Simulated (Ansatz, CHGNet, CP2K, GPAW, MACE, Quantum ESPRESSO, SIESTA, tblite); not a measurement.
**tblite runs on Σ5 (001) twist boundary in Ge (77 atoms)**

How do the settings of tblite change the result for Σ5 (001) twist boundary in Ge (77 atoms)? A plane-wave run serves as the yardstick.

Method: the method is named at each step, in tblite 0.8.0.

### 1. Starting point

The cell holds 77 atoms: 77 Ge. Cell: a = 8.946 Å, b = 8.946 Å, c = 22.565 Å, α = 90.0°, β = 90.0°, γ = 90.0°. It derives from Ge (diamond-structure). Diamond-structure Ge (a = 5.658 Å); two grains turned against each other by 36.87 deg about [001]; 1 x 1 coincidence cells, 2 lattice periods a grain, two boundaries a cell, upper grain shifted by [0.031, 0.71] of the boundary cell and opened by 0.2 Å, one atom of each pair nearer than 2.009 Å removed; minimised with a classical potential (one cell length free). Then every atom was moved at random, 0.02 Å r.m.s. a Cartesian component. Regions: lower grain, 40 atoms (40 Ge); upper grain, 37 atoms (37 Ge). The structure's axis is c.

The yardstick, on the same geometry:

- method: Kohn-Sham DFT, PBE, SSSP efficiency 1.3.0 pseudopotentials, plane waves (Quantum ESPRESSO 7.5); sssp-pbe-1.3.0-efficiency, cutoffs 45/360 Ry, Γ point
- r.m.s. force component: 0.4065 eV/Å
- longest force: 1.733 eV/Å
- pressure: 5.283 GPa
- time: 6 min on 4 MPI ranks of Arm Neoverse V2, shared host
- CPU time: 24 min

### 2. IPEA1-xTB

Method: IPEA1-xTB tight binding, diagonalisation.

Input file run.py:

```python
import numpy as np
from ase.io import read
from tblite.ase import TBLite

atoms = read("structure.xyz")
atoms.calc = TBLite(method="IPEA1-xTB", electronic_temperature=580, accuracy=1.0, max_iterations=250, mixer_damping=0.1, verbosity=1)
energy = atoms.get_potential_energy()
forces = atoms.get_forces()
print(f"energy {energy:.6f} eV")
print("forces (eV/A)")
for i, (a, f) in enumerate(zip(atoms, forces)):
    print(f"{i:4d} {a.symbol:2s} {f[0]:10.5f} {f[1]:10.5f} {f[2]:10.5f}")
stress = -atoms.get_stress(voigt=False) * 160.21766
print("stress (GPa, compression positive)")
for row in stress:
    print(" ".join(f"{x:10.4f}" for x in row))
print("charges (e)")
print(np.array2string(atoms.get_charges(), precision=4, suppress_small=True, max_line_width=110, threshold=100000))
```

Input file structure.xyz:

```xyz
77
Lattice="8.94608 0.00000 0.00000 0.00000 8.94608 0.00000 0.00000 0.00000 22.56460" Properties=species:S:1:pos:R:3 pbc="T T T"
Ge 8.91110 8.80357 0.27754
Ge 1.70602 0.81481 1.67497
Ge 3.40094 1.74386 0.31590
Ge 5.27890 2.59231 1.59103
Ge 7.26806 3.19295 0.24979
Ge 8.86064 4.42473 1.58629
Ge 6.17467 0.87582 3.02727
Ge 7.92605 1.77141 4.43575
Ge 1.75692 5.33839 0.22519
Ge 3.54918 6.28355 1.53755
Ge 5.32417 7.38096 0.10786
Ge 7.05175 8.06981 1.69144
Ge 0.76713 2.64231 2.99951
Ge 2.57602 3.55562 4.33443
Ge 4.39995 4.44262 2.96995
Ge 6.15392 5.34743 4.36399
Ge 7.93034 6.20697 3.00470
Ge 0.78403 7.12940 4.37482
Ge 8.81663 8.91253 5.75668
Ge 1.66719 0.86974 7.18231
Ge 3.45104 1.72096 5.77541
Ge 5.21038 2.62219 7.09070
Ge 6.98939 3.50203 5.76661
Ge 8.78738 4.45005 7.12364
Ge 6.05873 0.90731 8.55559
Ge 7.83703 1.80120 9.97197
Ge 2.57549 7.96792 2.99365
Ge 4.39056 8.90564 4.37573
Ge 1.68151 5.32739 5.74675
Ge 3.44594 6.27970 7.11101
Ge 5.25403 7.14273 5.76458
Ge 7.00084 7.99842 7.20420
Ge 0.71372 2.64849 8.49963
Ge 2.47332 3.73991 9.85306
Ge 4.30423 4.45533 8.37982
Ge 6.05023 5.16019 9.91962
Ge 7.82997 6.19919 8.54905
Ge 0.69135 7.08369 9.94806
Ge 2.56162 8.01095 8.53574
Ge 4.16816 0.06888 10.00650
Ge 5.78373 8.12644 11.57429
Ge 6.70419 1.00903 12.90537
Ge 8.47024 4.58290 12.97307
Ge 8.48670 0.13580 14.31092
Ge 0.40740 1.91545 15.68736
Ge 1.42851 8.22995 12.87017
Ge 2.41687 1.06235 11.49328
Ge 3.23123 2.78357 12.91575
Ge 4.17701 4.58728 11.55375
Ge 4.94155 6.41255 12.95298
Ge 3.13328 7.29275 14.29896
Ge 3.95891 0.13491 15.67901
Ge 4.91256 1.91714 14.30866
Ge 5.77461 3.72255 15.69661
Ge 6.68558 5.50739 14.28204
Ge 7.60891 7.25849 15.70767
[... 17 atom lines left out ...]
Ge 5.69633 3.80575 21.09790
Ge 6.65731 5.56339 19.72281
Ge 7.47347 7.32201 21.26443
Ge 1.16487 3.53764 19.91755
```

On the command line:

```bash
OMP_NUM_THREADS=1 python run.py > output.txt
```

What it wrote:

```text
------------------------------------------------------------
  cycle        total energy    energy error   density error
------------------------------------------------------------
      1     -176.4166726809  -1.7705434E+02   4.8337006E-01
      2     -176.3478748948   6.8797786E-02   4.3739649E-01
      3     -118.6023362899   5.7745539E+01   3.8892876E-01
      4     -146.0574509039  -2.7455115E+01   2.4975667E-01
      5     -175.0996975983  -2.9042247E+01   8.6711655E-02
      6     -173.0050391061   2.0946585E+00   8.4244302E-02
      7     -175.4471223823  -2.4420833E+00   5.5784201E-02
      8     -176.5819781443  -1.1348558E+00   2.4937853E-02
      9     -176.7250165883  -1.4303844E-01   7.2323505E-03
     10     -176.7469676011  -2.1951013E-02   3.7511080E-03
     11     -176.7474720640  -5.0446291E-04   2.7546630E-03
     12     -176.7476178119  -1.4574784E-04   1.0052756E-03
     13     -176.7476538122  -3.6000337E-05   4.2985984E-04
     14     -176.7476452786   8.5336224E-06   3.9449182E-04
     15     -176.7476531671  -7.8884872E-06   1.6011503E-04
     16     -176.7476633903  -1.0223242E-05   6.3408591E-05
     17     -176.7476639728  -5.8251123E-07   4.6165724E-05
     18     -176.7476640404  -6.7546267E-08   1.8384774E-05
------------------------------------------------------------
 total:                                   6.179 sec
energy -4809.548915 eV
forces (eV/A)
   0 Ge    0.28834   -0.47573   -0.59253
   1 Ge   -0.36507   -0.05643    0.33221
   2 Ge   -0.11554    1.13861   -0.85666
   3 Ge   -0.03754    0.27917   -0.12639
   4 Ge    0.04547   -0.25438   -0.02329
   5 Ge    0.67273    0.68840   -0.37607
   6 Ge   -0.17228    0.48963    0.19588
   7 Ge    0.46200   -0.23383   -0.22067
   8 Ge   -0.42773   -0.34280   -1.23302
   9 Ge    0.29519   -0.17660   -0.72179
  10 Ge   -0.03706   -0.46549   -0.03417
  11 Ge    0.15167   -0.46227   -0.41790
  12 Ge   -0.29343   -0.31297   -0.14487
  13 Ge    0.30611   -0.42317    0.66348
  14 Ge   -0.03643   -0.05015   -0.83435
  15 Ge   -0.35880   -0.11712    1.01832
  16 Ge    0.49173    0.16235   -0.73979
  17 Ge   -0.13649   -0.09190    0.31387
  18 Ge    0.03252   -0.32873    0.19493
  19 Ge   -0.03736   -0.30197   -0.24319
  20 Ge   -0.91367    0.13757   -1.31865
  21 Ge    0.22556    0.17973    1.03081
  22 Ge    0.36770    1.04186   -0.48783
  23 Ge    0.26858    0.13119    0.42814
[...]
69 Ge   -1.37883    1.18850    0.10958
  70 Ge    0.35316   -0.29903    0.94139
  71 Ge   -0.30348   -0.52821   -0.32693
  72 Ge   -0.23987    0.41581    0.39466
  73 Ge   -0.57631    0.62631    0.21348
  74 Ge    0.96619   -0.16216    1.30614
  75 Ge   -0.05700   -0.72209    0.75134
  76 Ge   -0.08578    0.07388    1.10862
stress (GPa, compression positive)
   19.3949    -0.9107     1.1063
   -0.9107    19.5614    -0.6659
    1.1063    -0.6659    12.2295
charges (e)
[ 0.0437 -0.0043 -0.0276  0.0037 -0.0099 -0.0237 -0.0045 -0.0103 -0.0703 -0.0029  0.013   0.0125  0.0156
 -0.0064  0.0127 -0.0062  0.0113 -0.0065  0.0116  0.0084 -0.0056  0.0034 -0.0099  0.0201 -0.025  -0.0309
  0.0273 -0.0196 -0.0078  0.0082 -0.0233  0.0098 -0.0029  0.0521 -0.0096  0.0353  0.0013 -0.0194 -0.0223
 -0.0196 -0.0007 -0.0302 -0.0535 -0.0096 -0.0018  0.0034  0.0231  0.0138  0.0644  0.0191 -0.0003  0.0128
  0.006  -0.0025 -0.0217  0.0207  0.0019 -0.0029  0.0065 -0.0022  0.0202  0.0248 -0.0138  0.0001 -0.0135
 -0.0023  0.0136 -0.0084 -0.0006  0.0043 -0.0444 -0.0185  0.0086 -0.0201  0.0111  0.0595  0.0119]
```

The job ended after 6.7 s (1 thread of Arm Neoverse V2, shared host; peak memory 0.16 GiB).

Banners, paths, timers and routine set-up lines are dropped from the logs unmarked, and long logs keep their key lines alone; longer cuts are marked.

Numbers from this run, and their distance from the reference:

```
r.m.s. force component                  : 0.5271 eV/Å
r.m.s. difference of force components   : 330.5 meV/Å
longest difference of force vectors     : 1053 meV/Å
force difference over r.m.s. force      : 81.32 %
slope of forces against the reference's : 1.01
correlation of force components         : 0.779
pressure                                : 17.06 GPa
pressure difference                     : 11.78 GPa
```

Local excerpt of 14 atoms (numbers count through the whole input) about Ge47, picked at random; x, y, z are measured from there.

| atom | x | y | z | distance (Å) | bonds | Mulliken charge (e) | Fx | Fy | Fz (eV/Å) |
| --- | --- | --- | --- | --- | --- | --- | --- | --- | --- |
| Ge47 | 0.00 | 0.00 | 0.00 | 0.00 | 3 | 0.02 | -0.27 | -0.31 | -1.17 |
| Ge48 | 0.81 | 1.72 | 1.42 | 2.38 | 4 | 0.01 | -0.63 | 1.10 | 0.01 |
| Ge46 | -0.99 | -1.78 | 1.38 | 2.46 | 3 | 0.00 | -0.82 | 0.12 | -1.07 |
| Ge40 | 1.75 | -0.99 | -1.49 | 2.50 | 4 | -0.02 | 0.46 | 0.60 | -0.01 |
| Ge34 | 0.06 | 2.68 | -1.64 | 3.14 | 3 | 0.05 | -0.37 | 0.15 | 0.40 |
| Ge39 | 0.14 | -2.00 | -2.96 | 3.57 | 4 | -0.02 | -1.18 | -0.63 | 0.60 |
| Ge38 | -1.73 | -2.92 | -1.55 | 3.73 | 2 | -0.02 | 0.67 | 0.02 | 1.01 |
| Ge33 | -1.70 | 1.59 | -2.99 | 3.79 | 4 | 0.00 | -0.55 | 0.37 | 0.96 |
| Ge41 | 3.37 | -1.88 | 0.08 | 3.86 | 3 | 0.00 | 0.53 | 0.46 | -0.90 |
| Ge53 | 2.50 | 0.85 | 2.82 | 3.86 | 4 | 0.01 | 1.15 | -0.44 | 0.51 |
| Ge26 | -3.53 | 0.74 | -1.52 | 3.91 | 2 | -0.03 | 0.08 | 0.29 | 0.78 |
| Ge49 | 1.76 | 3.52 | 0.06 | 3.94 | 4 | 0.06 | -0.05 | -0.19 | -0.69 |
| Ge51 | 0.72 | -2.72 | 2.81 | 3.97 | 4 | 0.00 | -0.60 | -0.58 | -0.10 |
| Ge63 | -1.05 | 2.64 | 2.79 | 3.98 | 4 | -0.01 | -0.60 | 0.01 | -0.68 |

Atoms are counted from 1 here, from 0 in the log.

Forces lie 81 % from the reference's, at 0.0046 times its CPU time (on 1 against 4 cores).

### 3. GFN1-xTB

Method: GFN1-xTB tight binding, diagonalisation.

run.py: that of step 2 with these lines changed.

```diff
@@ -5,3 +5,3 @@
 atoms = read("structure.xyz")
-atoms.calc = TBLite(method="IPEA1-xTB", electronic_temperature=580, accuracy=1.0, max_iterations=250, mixer_damping=0.1, verbosity=1)
+atoms.calc = TBLite(method="GFN1-xTB", electronic_temperature=580, accuracy=1.0, max_iterations=250, mixer_damping=0.1, verbosity=1)
 energy = atoms.get_potential_energy()
```

structure.xyz is that of step 2.

What it wrote:

```text
------------------------------------------------------------
  cycle        total energy    energy error   density error
------------------------------------------------------------
      1     -122.1943526600  -1.2222807E+02   3.9754855E-01
      2     -128.1998642874  -6.0055116E+00   2.5571136E-01
      3     -101.8355133979   2.6364351E+01   3.0495722E-01
      4     -118.1522111335  -1.6316698E+01   2.4499070E-01
      5     -129.1121299306  -1.0959919E+01   1.8838604E-01
      6     -113.1058281344   1.6006302E+01   2.0169201E-01
[...]
24     -130.1843966829  -2.6579602E-07   5.1331053E-05
     25     -130.1843969764  -2.9348161E-07   2.6328041E-05
     26     -130.1843969794  -3.0256899E-09   1.7028823E-05
------------------------------------------------------------
 total:                                   7.408 sec
energy -3542.497881 eV
forces (eV/A)
   0 Ge    0.45461   -0.41190   -0.05915
   1 Ge    0.00218   -0.06904    0.35761
   2 Ge   -0.43737    0.99397   -0.48788
   3 Ge    0.12704   -0.24311    0.11952
   4 Ge   -0.22920   -0.10563   -0.33055
   5 Ge    0.53076    0.57700   -0.22996
[...]
74 Ge    0.56396   -0.40439    0.79885
  75 Ge    0.11848   -0.66239   -0.14329
  76 Ge    0.13689    0.38504    0.70174
stress (GPa, compression positive)
    5.6929    -0.1191     0.7811
   -0.1191     5.6632    -0.2439
    0.7811    -0.2439     5.7171
charges (e)
[ 0.024   0.0004 -0.1414  0.0455  0.0095 -0.0171 -0.0385 -0.0261 -0.014   0.0471  0.0026 -0.0058  0.02
  0.0101  0.033  -0.0077  0.0144 -0.0121  0.0269  0.0105 -0.024  -0.0128 -0.0159  0.013   0.0038 -0.1076
  0.0219 -0.0091 -0.0155  0.0061 -0.0331  0.0211  0.0457  0.0705 -0.078   0.0626  0.0487 -0.0051 -0.0272
 -0.0094 -0.028  -0.0114 -0.1769  0.0136 -0.0059  0.0315  0.0391  0.01    0.1181  0.0085 -0.0098  0.0062
 -0.0124 -0.006   0.0079  0.0175 -0.0146 -0.0382  0.0115  0.0032  0.0178  0.0406  0.0203 -0.002  -0.0018
  0.0301  0.0013  0.0239  0.0166  0.0351 -0.1289  0.0206  0.0349 -0.1285 -0.0178  0.0897  0.0471]
```

Wall time 7.9 s (1 thread); peak memory 0.16 GiB.

Compared with the plane-wave run:

```yaml
r_m_s_force_component: 0.3178 eV/Å
r_m_s_difference_of_force_components: 187.4 meV/Å
longest_difference_of_force_vectors: 1067 meV/Å
force_difference_over_r_m_s_force: 46.1 %
slope_of_forces_against_the_reference_s: 0.6995
correlation_of_force_components: 0.8945
pressure: 5.691 GPa
pressure_difference: 0.4081 GPa
```

Against the first run (81 %), the force difference from the reference is 46 %, at 1.2 times the CPU time (26 SCF steps against 18).

### 4. Side by side

Differences are against the plane-wave reference, forces as r.m.s. over components; share is that over the reference's r.m.s. force, slope the least-squares factor from reference forces to these. Total energies of different programs have different zeros and aren't compared.

| run | Δ force, r.m.s. (meV/Å) | share (%) | slope | Δ pressure (GPa) | cores | CPU time | memory (GiB) |
| --- | --- | --- | --- | --- | --- | --- | --- |
| reference | - | - | - | - | 4 | 24 min | 6.0 |
| tblite IPEA1-xTB | 331 | 81.3 | 1.010 | 11.8 | 1 | 6.7 s | 0.16 |
| tblite GFN1-xTB | 187 | 46.1 | 0.700 | 0.408 | 1 | 7.9 s | 0.16 |

CPU time is summed over cores on a shared host, where runs went side by side, so it is rough. Symmetry, cutoffs, thresholds, outputs and thread counts weren't matched or tuned between programs; memory under MPI is the largest rank's times the ranks.

### 5. Results

| Quantity | Value |
| --- | --- |
| nearest in forces | tblite GFN1-xTB, 46 % |
| its CPU time | 7.9 s |

What this shows: Tight binding differs by 46 % (tblite GFN1-xTB) to 81 % (tblite IPEA1-xTB); it is another model, with fitted parameters of its own, and the xTB methods hold dispersion. IPEA1-xTB was fitted to ionisation energies and electron affinities, not to forces or charges. Of the electronic-structure runs that take under half the reference's CPU time, tblite GFN1-xTB comes nearest, at 46 % in 7.9 s against 24 min. Periodic xTB results under one method name differ between programs and library versions. The reference's pressure holds the uncorrected Pulay stress of its 45 Ry basis, so small pressure differences, and their order, may be the reference's own error. The host structure and its lattice constant were typed by rule, without a check against the phase diagram. The reference's pressure of 5.3 GPa says that the cell would expand at this level of theory. The electronic-structure runs sample only Γ, in a cell whose shortest periodic width is 9 Å, which is coarse for a cell with partly filled levels.

[Also dropped from logs without a mark: logging warnings of Python, and SIESTA's first energy breakdown and zero terms.]

[Logs are printed without paths, hosts, clocks, repeated set-up lines and the standing remarks that a program may print on its own settings, such as how far it seeks lower states.]

[Hosts, paths, dates, database ids (printed as entryN), source tags and the programs' standing remarks are cut or masked in the printed files.]
